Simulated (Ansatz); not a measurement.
# V2N(OH)2 MXene monolayer in a perpendicular field

Wanted: the out-of-plane response of the V2N(OH)2 MXene monolayer. A positive field points along +c.

Main program and level: Ansatz 0.2.0; plane-wave DFT, LDA, Ansatz PAW.

## (1) Set-up

The cell holds 7 atoms: 2 H, 2 O, 2 V and 1 N. Its edges and angles: a = 2.941 Å, b = 2.941 Å, c = 44.032 Å, α = 90.0°, β = 90.0°, γ = 120.0°. Vacuum lies along c.

## (2) Relaxing the slab

The starting cell is a guess, so the in-plane lattice and the atoms are relaxed first, with the slab cut off from its images along the normal.

input.yaml

```yaml
crystal:
  lattice:
    - [2.940652, 0.0, 0.0]
    - [-1.470326, 2.5466793357, 0.0]
    - [0.0, 0.0, 44.0317308659]
  atoms:
    - { symbol: H, position: [0.3333333333, 0.6666666667, 0.4258292743] }
    - { symbol: O, position: [0.3333333333, 0.6666666667, 0.448085951] }
    - { symbol: V, position: [0.6666666667, 0.3333333333, 0.4736484823], spin: 2.0 }
    - { symbol: "N", position: [0.0, 0.0, 0.5] }
    - { symbol: V, position: [0.3333333333, 0.6666666667, 0.5263515177], spin: 2.0 }
    - { symbol: O, position: [0.6666666667, 0.3333333333, 0.551914049] }
    - { symbol: H, position: [0.6666666667, 0.3333333333, 0.5741707257] }
  periodic: [true, true, false]
magnetization:
  spin_polarized: true
kpoints:
  mp_grid: { grid: [12, 12, 1] }
hamiltonian:
  xc: lda
scf:
  occupations: { method: fermi_dirac, width: 0.05 }
  convergence: { dr2_threshold: 1.0e-09 }
relax:
  f_tol: 0.004
  max_steps: 90
  cell: {}
output:
  write_potential: true
  write_density: true
  volumetric_format: npy
```

Launch:

```bash
ansatz run input.yaml --threads 4 --pin off --max-ram 6144MiB --backend cpu --events-out ev --progress --plain --runs-dir out
```

Numbers of over 12 decimals in the logs are rounded to 6 here.

Log:

```text
Warning: relax.cell: scf.convergence.dr2_threshold = 1e-9 eV is looser than the 2.56130553055e-10 eV advised for a relaxation that steers and ends on the stress (1e-10 eV for each atom of the cell: 7, times the square of relax.cell.stress_2d_tol = 0.05 N/m over 16.5 Å (the atoms' height at the walk's start and 5 Å past either face), 3.024e-2 GPa, over a crystal's default 0.05). What an SCF threshold leaves in a stress goes as its square root, and in the free energy as the threshold itself, and one threshold admits the most on a small cell: [figures from the program's tests cut] Set scf.convergence.dr2_threshold to 2.56130553055e-10 eV or tighter. [rest of the remark cut]
Engine: ansatz 0.2.0, aarch64-unknown-linux-gnu
Pseudopotentials: kind: paw
Pseudopotential: H, paw, valence charge 1, recommended cutoff 420 eV (normal), H.paw.azcp
Pseudopotential: O, paw, valence charge 6, recommended cutoff 420 eV (normal), O.paw.azcp
Pseudopotential: V, paw, valence charge 13, recommended cutoff 420 eV (normal), V.paw.azcp
Pseudopotential: N, paw, valence charge 5, recommended cutoff 420 eV (normal), N.paw.azcp
Functional definition: SPW92
  exchange = slater_x
  correlation = pw_c
Crystal: 7 atoms, lattice volume = 329.749 Å³
Basis set: ecut = 420 eV, 6363 PW (Γ)
Bands: 32, of which v1, the nominal top of the filled ones, is band 23 counted from 1 (22 counted from 0)
Symmetry: 12 space group operations
Space group: P-3m1 (ITA 164), of the structure as read, at distance tolerance 6.9e-5 Å
Magnetic group: BNS 164.85 (UNI 1315), of the structure as read, at distance tolerance 6.9e-5 Å
k-points: 19 of 144
Non-local potential: H, projectors of the file, l = 0: 2, l = 1: 1
Non-local potential: O, projectors of the file, l = 0: 2, l = 1: 2, l = 2: 1
Non-local potential: V, projectors of the file, l = 0: 3, l = 1: 2, l = 2: 3, l = 3: 1
Non-local potential: N, projectors of the file, l = 0: 2, l = 1: 2, l = 2: 1
PAW form: soft (Blöchl's): semilocal exchange-correlation on the pseudo side does not see the compensation charge
PAW frozen core: O, regenerated for the run's functional, and the local potential with it (the file was generated under x = pbe(κ = 0.804, μ = 0.219515), c = pbe(β = 0.066725))
PAW frozen core: V, regenerated for the run's functional, and the local potential with it (the file was generated under x = pbe(κ = 0.804, μ = 0.219515), c = pbe(β = 0.066725))
PAW frozen core: N, regenerated for the run's functional, and the local potential with it (the file was generated under x = pbe(κ = 0.804, μ = 0.219515), c = pbe(β = 0.066725))
PAW one-centre angular grid: H, 110 points (default); XC on 64 Gauss nodes
PAW one-centre angular grid: O, 110 points (default); XC on 64 Gauss nodes
PAW one-centre angular grid: V, 590 points (default); XC on 64 Gauss nodes
PAW one-centre angular grid: N, 110 points (default); XC on 64 Gauss nodes
Initial density: superposition of atomic densities (neutral atoms: chi_scale 0, normalization atom)
Starting moments: Σ|m| = 4 μB on 2 of 7 sites
Initial wavefunctions: pseudopotential atomic-orbital guess
Functional: x = slater, c = lda
SCF iter   1: F=—  HF=-7246.064259 eV  |F-HF|=—  |Δ(HF+E_count)|=         —  Δρ=4.19e-2 (↑4.19e-2 ↓3.36e-2)  dr2=2.48e1  dr2_m=4.87e-1  M=2.867 μB ∫|m|=2.919 μB  β_m=0.30  ethr=3.10e-3  ⟨swp⟩=22.4  Hψ=10616  notcnv=0
Mixer restart at iter 1: flushing history
preconditioner: auto → LDOS  [metal: Δε(μ)=0.038 eV  Ē_g=13.189 eV  σ=0.050 eV  W_gap=0.19  n_scr=26 (ndim 8)  ℏωp=11.0 eV  f_vac=0.791  D(μ)=3.39/eV (n_scr^D=18)]
spin=Collinear: LDOS preconditioning applied to the charge; magnetization (m = ρ↑ − ρ↓) channel mixes plain (no charge-response kernel on spin).
SCF iter   2: F=—  HF=-7241.135659 eV  |F-HF|=—  |Δ(HF+E_count)|=    4.93e0  Δρ=2.59e-2 (↑2.59e-2 ↓1.74e-2)  dr2=6.86e0  dr2_m=3.01e-1  M=2.716 μB ∫|m|=2.766 μB  β_m=0.42  ethr=3.10e-3  ⟨swp⟩=4.2  Hψ=2849  notcnv=0  defer=62
SCF iter   3: F=—  HF=-7240.371026 eV  |F-HF|=—  |Δ(HF+E_count)|=   7.65e-1  Δρ=1.87e-2 (↑1.87e-2 ↓6.15e-3)  dr2=1.05e1  dr2_m=2.03e-1  M=2.218 μB ∫|m|=2.387 μB  β_m=0.63  ethr=3.10e-3  ⟨swp⟩=6.8  Hψ=3507  notcnv=0  defer=63
SCF iter   4: F=—  HF=-7239.868569 eV  |F-HF|=—  |Δ(HF+E_count)|=   5.02e-1  Δρ=1.01e-2 (↑1.01e-2 ↓3.81e-3)  dr2=2.75e0  dr2_m=8.82e-2  M=2.100 μB ∫|m|=2.266 μB  β_m=0.77  ethr=3.10e-3  ⟨swp⟩=4.1  Hψ=2357  notcnv=0  defer=53
SCF iter   5: F=—  HF=-7239.819888 eV  |F-HF|=—  |Δ(HF+E_count)|=   4.87e-2  Δρ=5.66e-3 (↑5.66e-3 ↓1.75e-3)  dr2=5.24e-1  dr2_m=3.72e-2  M=1.908 μB ∫|m|=2.048 μB  β_m=0.88  ethr=3.10e-3  ⟨swp⟩=3.4  Hψ=2151  notcnv=0  defer=56
SCF iter   6: F=—  HF=-7239.843013 eV  |F-HF|=—  |Δ(HF+E_count)|=   2.31e-2  Δρ=1.40e-3 (↑1.11e-3 ↓1.40e-3)  dr2=3.86e-3  dr2_m=4.49e-3  M=1.719 μB ∫|m|=1.795 μB  β_m=0.94  ethr=1.16e-3  ⟨swp⟩=4.5  Hψ=2302  notcnv=0  defer=51
SCF iter   7: F=—  HF=-7239.854082 eV  |F-HF|=—  |Δ(HF+E_count)|=         —  Δρ=1.04e-3 (↑6.68e-4 ↓1.04e-3)  dr2=6.07e-3  dr2_m=2.10e-3  M=1.553 μB ∫|m|=1.583 μB  β_m=0.94  ethr=8.57e-6  ⟨swp⟩=4.9  Hψ=3524  notcnv=0  defer=45
SCF iter   8: F=—  HF=-7239.855040 eV  |F-HF|=—  |Δ(HF+E_count)|=   9.59e-4  Δρ=1.07e-3 (↑1.07e-3 ↓5.31e-4)  dr2=1.82e-2  dr2_m=1.80e-3  M=1.528 μB ∫|m|=1.545 μB  β_m=0.97  ethr=8.57e-6  ⟨swp⟩=3.2  Hψ=1920  notcnv=0  defer=45
SCF iter   9: F=—  HF=-7239.853890 eV  |F-HF|=—  |Δ(HF+E_count)|=   1.15e-3  Δρ=2.27e-4 (↑1.13e-4 ↓2.27e-4)  dr2=1.98e-3  dr2_m=5.62e-5  M=1.528 μB ∫|m|=1.550 μB  β_m=0.98  ethr=8.57e-6  ⟨swp⟩=2.6  Hψ=1757  notcnv=0  defer=47
SCF iter  10: F=—  HF=-7239.853830 eV  |F-HF|=—  |Δ(HF+E_count)|=   6.03e-5  Δρ=7.42e-5 (↑4.55e-5 ↓7.42e-5)  dr2=5.19e-4  dr2_m=2.18e-6  M=1.519 μB ∫|m|=1.540 μB  β_m=0.99  ethr=4.41e-6  ⟨swp⟩=1.6  Hψ=1410  notcnv=0  defer=43
SCF iter  11: F=—  HF=-7239.853814 eV  |F-HF|=—  |Δ(HF+E_count)|=   1.64e-5  Δρ=3.64e-5 (↑3.64e-5 ↓3.21e-5)  dr2=5.64e-6  dr2_m=2.73e-6  M=1.511 μB ∫|m|=1.532 μB  β_m=1.00  ethr=1.15e-6  ⟨swp⟩=2.0  Hψ=1534  notcnv=0  defer=43
SCF iter  12: F=—  HF=-7239.853816 eV  |F-HF|=—  |Δ(HF+E_count)|=   2.82e-6  Δρ=2.00e-5 (↑2.00e-5 ↓1.92e-5)  dr2=2.39e-6  dr2_m=9.86e-7  M=1.509 μB ∫|m|=1.529 μB  β_m=1.00  ethr=1.25e-8  ⟨swp⟩=3.6  Hψ=2603  notcnv=0  defer=43
SCF iter  13: F=—  HF=-7239.853816 eV  |F-HF|=—  |Δ(HF+E_count)|=   4.29e-7  Δρ=8.17e-6 (↑7.29e-6 ↓8.17e-6)  dr2=1.23e-6  dr2_m=5.21e-8  M=1.509 μB ∫|m|=1.529 μB  β_m=0.85  ethr=5.31e-9  ⟨swp⟩=2.9  Hψ=2130  notcnv=0  defer=43
[...]
relax step   9: F+E_penalty+E_count = -7240.52200669 eV  Δ(F+E_penalty+E_count) = +7.338e-6 eV  max|allowed force component| = 9.412e-4 eV/Å  Δτ_max = 0.0001 Å  P = +0.002 N/m  Ω = 335.378 Å³  energy of the carried Pulay correction = -5.895e-3 eV  fix = [c, alpha, beta]  reactions: c +0.000 N/m  (6 SCF iters, accepted)
relax step  10: F+E_penalty+E_count = -7240.52872395 eV  Δ(F+E_penalty+E_count) = -6.717e-3 eV  max|allowed force component| = 1.677e-3 eV/Å  Δτ_max = 0.0000 Å  P = +0.167 N/m  Ω = 335.378 Å³  fix = [c, alpha, beta]  reactions: c +0.000 N/m  stress off target by 1.67e-1 N/m on what of the cell is left free  SCF on the basis re-selected at this cell (its energy is not comparable with the rows above)  (10 SCF iters)
relax step  11: F+E_penalty+E_count = -7240.52838586 eV  Δ(F+E_penalty+E_count) = +3.381e-4 eV  max|allowed force component| = 2.970e-3 eV/Å  Δτ_max = 0.0010 Å  P = +0.005 N/m  Ω = 335.745 Å³  energy of the carried Pulay correction = -3.839e-4 eV  fix = [c, alpha, beta]  reactions: c +0.000 N/m  (9 SCF iters, accepted)
iter 1 solved again at ethr=3.65e-7 eV; its pass at ethr=3.10e-3 eV (dr2=1.64e-4 eV) is discarded
SCF iter   1: F=—  HF=-7240.528766 eV  |F-HF|=—  |Δ(HF+E_count)|=         —  Δρ=7.13e-6 (↑7.13e-6 ↓7.12e-6)  dr2=4.90e-8  dr2_m=6.52e-12  M=-0.000 μB ∫|m|=0.000 μB  β_m=0.65  ethr=3.65e-7  ⟨swp⟩=6.1  Hψ=13304  notcnv=0
eigensolver tolerance schedule: the retry pair's looser diagonalisation over-reported the residual by 3347.97 of it (diagonalisation noise at 0.65 of the residual, at the tolerance the schedule requests for it); recorded, not acted on — ethr = c·dr2/N_el stays at c = 1.0e-1
preconditioner: auto → LDOS  [metal: Δε(μ)=0.035 eV  Ē_g=10.855 eV  σ=0.050 eV  W_gap=0.17  n_scr=24 (ndim 8)  ℏωp=10.9 eV  f_vac=0.803  D(μ)=3.70/eV (n_scr^D=18)]
spin=Collinear: LDOS preconditioning applied to the charge; magnetization (m = ρ↑ − ρ↓) channel mixes plain (no charge-response kernel on spin).
SCF iter   2: F=—  HF=-7240.528866 eV  |F-HF|=—  |Δ(HF+E_count)|=   1.00e-4  Δρ=2.59e-6 (↑2.59e-6 ↓2.59e-6)  dr2=1.15e-8  dr2_m=6.78e-12  M=-0.000 μB ∫|m|=0.000 μB  β_m=0.51  ethr=1.09e-10  ⟨swp⟩=5.6  Hψ=3850  notcnv=0
SCF iter   3: F=—  HF=-7240.528891 eV  |F-HF|=—  |Δ(HF+E_count)|=   2.47e-5  Δρ=1.29e-6 (↑1.29e-6 ↓1.29e-6)  dr2=2.24e-9  dr2_m=6.87e-12  M=-0.000 μB ∫|m|=0.000 μB  β_m=0.62  ethr=2.55e-11  ⟨swp⟩=4.2  Hψ=2560  notcnv=0
SCF iter   4: F=—  HF=-7240.528907 eV  |F-HF|=—  |Δ(HF+E_count)|=   1.63e-5  Δρ=2.56e-7 (↑2.45e-7 ↓2.56e-7)  dr2=2.74e-10  dr2_m=6.44e-12  M=-0.000 μB ∫|m|=0.000 μB  β_m=0.69  ethr=4.99e-12  ⟨swp⟩=2.7  Hψ=1624  notcnv=0
SCF iter   5: F=-7240.528909 eV  HF=-7240.528909 eV  |F-HF|=4.70e-8  |Δ(HF+E_count)|=   1.43e-6  Δρ=7.53e-8 (↑5.33e-8 ↓7.53e-8)  dr2=9.51e-11  dr2_m=5.30e-12  M=-0.000 μB ∫|m|=0.000 μB  ethr=1.00e-12  ⟨swp⟩=13.3  Hψ=8820  notcnv=0
the starting moments were not kept: the SCF closed with an absolute magnetisation of 3.1e-4 μB, where they sum to 4 μB in size (2 sites). That is at most 0.1 of that sum.
SCF 12 converged in 5 iterations: F = -7240.528909 eV  dr2 = 9.51e-11
relax step  12: F+E_penalty+E_count = -7240.52890876 eV  Δ(F+E_penalty+E_count) = -5.229e-4 eV  max|allowed force component| = 2.890e-3 eV/Å  Δτ_max = 0.0000 Å  P = +0.011 N/m  Ω = 335.745 Å³  fix = [c, alpha, beta]  reactions: c +0.000 N/m  stress off target by 1.08e-2 N/m on what of the cell is left free  SCF on the basis re-selected at this cell (its energy is not comparable with the rows above)  (5 SCF iters)
basis re-selected at this cell: Δ(F+E_penalty+E_count) = -5.229e-4 eV, ΔP = +0.005 N/m vs the last step (what re-selecting the basis moved, of the pressure what is left beyond the Pulay correction that the steps carried, after the strain that the cell walked since its last selection, with what the two solves' SCF thresholds leave and, on support functions, any second-order correction that the steps lacked; it is no m [...]
WARN: The output density's exchange-correlation potential varies sharply where the density is thin. Do not read a vacuum level from v_tot or v_xc, or from such a field of the output density. On a cell that repeats whose density bears no net charge and no dipole along the vacuum's axis use v_es (v_loc + v_h of the components); under efield.dipole_correction with no amplitude use v_es + v_field, which holds any externa [...]
SCF converged after 5 iterations
Magnetization: -0.0003 μB (22.4998 up, 22.5002 down)
Absolute magnetization: 0.0003 μB (∫|ρ↑−ρ↓|, with the PAW one-centre terms)
Spin contamination: 0.0000 ħ² per cell (⟨S²⟩ above its minimum at these occupations)
Per-site moments (μB) at R_I (Å): [(-1.4569119962144601e-6, 0.403951), (-5.50619610695197e-6, 0.403951), (-2.4592263876633646e-5, 0.808862), (-1.0326970096650514e-6, 0.808862), (-2.4592263876661903e-5, 0.808862), (-5.506196106971489e-6, 0.403951), (-1.4569119962157421e-6, 0.403951)]
Free energy (F): -7240.528909 eV
Harris-Foulkes:  -7240.528909 eV  (|F-HF|=4.70e-8)
Internal energy: -7240.498883 eV  (E = F + TS)
E sigma→0 (E₀):  -7240.513896 eV
Entropy (-TS):   -0.030026 eV (-4.289 meV/atom)
Fermi energy:    -2.645662 eV
--- Per-component energies (eV) ---
  E_band       = -1099.952231
  E_kinetic    = 1188.749562
  E_local      = -224942.718888  (includes V_loc(G=0)·N_el)
  E_nonlocal   = 68.941949
  E_hartree    = 111848.273712
  E_xc         = -481.846591
  E_vxc        = -616.730466  (∫ρ·V_xc dr)
  E_paw        = -2538.754324  (= ΣΔE_a)
  E_vpaw       = -494.749871  (= ΣTr[D̂ρ^β])
  E_aug_tail   = 0.003272  (compensation charges beyond the density's cutoff)
  E_ewald      = 107615.886237
  E_core_change = 0.966187  (= ΣΔE_core)
  E_smearing   = -0.030026  (= −TS)
  E_closure    = -0.000000  (closes the sum)
  Σ components = -7240.528909   (vs F -7240.528909, Δ=0.00e0)
--- Forces (eV/Å), atoms counted from 1 ---
  atom   1  H      0.00000000    -0.00000000    -0.00070659
  atom   2  O      0.00000000    -0.00000000     0.00288995
  atom   3  V     -0.00000000     0.00000000    -0.00184282
  atom   4  N      0.00000000     0.00000000     0.00000000
  atom   5  V      0.00000000    -0.00000000     0.00184282
  atom   6  O     -0.00000000     0.00000000    -0.00288995
  atom   7  H      0.00000000     0.00000000     0.00070659
  max |Σ_I F_I| component: 3.67e-17 eV/Å
--- 2D stress c σ (N/m, compression-positive) ---
        0.010801       0.000000       0.000000
        0.000000       0.010801      -0.000000
        0.000000      -0.000000       0.000000
  P = ½ c Tr σ = 0.0108 N/m
--- Band table (eV; the first three rows and the last of 38) ---
  k-point 0 ↑: bands = [... 19 lower, -6.8579, -4.4319, -4.4319, -3.1533, -2.8023, -2.7105, -1.9468, -1.8322, ... 5 higher]
  k-point 1 ↑: bands = [... 19 lower, -7.0158, -4.4737, -4.2638, -3.1547, -2.7041, -2.6185, -1.9536, -1.8392, ... 5 higher]
  k-point 2 ↑: bands = [... 19 lower, -7.3435, -4.7214, -3.8796, -3.1066, -2.6325, -2.1514, -1.8290, -1.6954, ... 5 higher]
  k-point 18 ↓: bands = [... 19 lower, -8.2556, -3.6354, -3.6354, -3.3212, -1.7360, -1.7360, -0.9300, 0.0064, ... 5 higher]
  the weakly bound empty levels are not read free of the cell's end (no_gap_told)
--- Relaxed structure (10 steps of the walk, 10 accepted, 2 SCFs on fresh bases) ---
  F+E_penalty+E_count = -7240.52890876 eV   max|allowed force component| = 2.890e-3 eV/Å   (the final SCF, on the basis selected at the relaxed cell)
  cell:  # Å, volume = 335.7447 Å³
    - [2.967266, 0, 0]
    - [-1.483633, 2.569727, 0]
    - [0, 0, 44.0317308659]
  atoms:
    - { symbol: H, position: [0.333333, 0.666667, 0.428864] }
    - { symbol: O, position: [0.333333, 0.666667, 0.451104] }
    - { symbol: V, position: [0.666667, 0.333333, 0.478333] }
    - { symbol: N, position: [0, 0, 0.5] }
    - { symbol: V, position: [0.333333, 0.666667, 0.521667] }
    - { symbol: O, position: [0.666667, 0.333333, 0.548896] }
    - { symbol: H, position: [0.666667, 0.333333, 0.571136] }
```

It took 2.1 min on 4 threads of Arm Neoverse V1, shared host; peak memory 0.86 GiB.

Relaxation path:

| step | energy less that of the first step (eV) | largest force component (eV/Å) | volume (Å³) |
| --- | --- | --- | --- |
| 1 | 0.0000 | 2.4031 | 329.75 |
| 2 | -0.3049 | 1.7835 | 322.03 |
| 3 | -0.3947 | 2.8326 | 318.46 |
| 4 | -0.5808 | 1.1846 | 324.95 |
| 5 | -0.6412 | 0.8162 | 329.71 |
| 6 | -0.6684 | 0.0956 | 334.67 |
| 7 | -0.6684 | 0.0160 | 335.13 |
| 8 | -0.6682 | 0.0062 | 335.37 |
| 9 | -0.6682 | 0.0009 | 335.38 |
| 10* | -0.6749 | 0.0017 | 335.38 |
| 11 | -0.6746 | 0.0030 | 335.74 |
| 12* | -0.6751 | 0.0029 | 335.74 |

Relaxation steps marked * repeat the geometry before them on a plane-wave basis chosen anew for their cell, so energy and pressure can jump there.

The run keeps the 12 symmetry operations that it works with, so distortions that break them were not tested.

| cell as run | before | after | change |
| --- | --- | --- | --- |
| a (Å) | 2.941 | 2.967 | +0.9 % |
| b (Å) | 2.941 | 2.967 | +0.9 % |

The atoms that moved most (Å, along periodic axes as changes of fractional coordinates times the final cell, across vacuum about the mean position):

| atom | dx | dy | dz | length |
| --- | --- | --- | --- | --- |
| V5 | 0.000 | 0.000 | -0.206 | 0.206 |
| V3 | 0.000 | 0.000 | 0.206 | 0.206 |
| H1 | 0.000 | 0.000 | 0.134 | 0.134 |
| H7 | 0.000 | 0.000 | -0.134 | 0.134 |
| O2 | 0.000 | 0.000 | 0.133 | 0.133 |
| O6 | 0.000 | 0.000 | -0.133 | 0.133 |

This step gave:

| Quantity | Value |
| --- | --- |
| energy at zero smearing | -7240.5139 eV |

The lattice constant a goes from 2.941 to 2.967 Å.

(Part 1 of 3 ends here.)

[Logs are printed without paths, hosts, clocks, repeated set-up lines and the standing remarks that a program may print on its own settings, such as how far it seeks lower states.]

[Hosts, paths, dates, database ids (printed as entryN), source tags and the programs' standing remarks are cut or masked in the printed files.]

[Maps of the electrostatic potential energy from Ansatz leave out the sawtooth potential of an applied field or a dipole correction, so their vacuum need not be flat; planar profiles and work functions include it.]
